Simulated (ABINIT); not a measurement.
Computed results, one entry a study.

```xyz
6
Lattice="5.274 0.000 0.000 0.000 5.274 0.000 0.000 0.000 5.274" Properties=species:S:1:pos:R:3 pbc="T T T" subject="Quasiparticle gap of Au2S (Pn-3m) in ABINIT" method="RPA screening on LDA, plane waves, norm-conserving pseudopotentials (and 2 further levels or steps)" program="ABINIT 10.8.3" settings="cutoff 28 Ha, PseudoDojo scalar-relativistic 0.4.1 standard, norm-conserving, ngkpt (2, 2, 2), nband 222, ecuteps 4.8 Ha, inclvkb 2, shiftk (0, 0, 0), symchi 1, awtr 1, frequency ppm, 2×2×2 k-mesh" notes="The program’s warnings: nproc spkpt=  >= nkpt= * nsppol=. The cell and positions are those that the Materials Project relaxed with its own functionals (PBE, PBE+U or r2SCAN), kept fixed. Limits: d shell near the gap, gap tends to lie low; no spin-orbit coupling. The 2×2×2 mesh is coarse for this cell, which bears on the long-range parts of exchange and screening." lda_gap="1.99 eV, direct" g0w0_gap_on_the_mesh="2.51 eV" gw_settings="2×2×2 mesh, 222 bands, screening to 130.6 eV, Godby-Needs plasmon pole" known_limits="short of the basis limit; d shell near the gap, gap tends to lie low; no spin-orbit coupling; coarse k mesh"
S     0.000    0.000    0.000
S     2.637    2.637    2.637
Au    1.318    1.318    3.955
Au    3.955    1.318    1.318
Au    1.318    3.955    1.318
Au    3.955    3.955    3.955
```

[Long decimals in the printed logs are rounded to 6 places.]

[Logs are printed without paths, hosts, clocks, repeated set-up lines and the standing remarks that a program may print on its own settings, such as how far it seeks lower states.]

[Paths, hosts, dates, memory and timing lines, banners, echoed tables and standing remarks are left out of the program output; an Ansatz launch command may be rebuilt from the run's recorded settings. Measured values are a selection of at most five: reports struck by readers or far from the other reports are left out. None is set beside runs whose start may be inverted or whose files or cutoffs have a known fault.]

[Runs of the session that timed out or met a known fault of the program may be left out.]

[Hosts, paths, dates, database ids (printed as entryN), source tags and the programs' standing remarks are cut or masked in the printed files.]

[G0W0 gaps are taken among the corrected bands and points alone; a level outside them can change the order at an edge.]

[Where Ansatz stands beside ABINIT at settings called matched, ABINIT's density can come from a denser mesh and the files from another edition; pairs whose starting gaps differed by over 0.03 eV were left out, so agreement reads better than it is.]
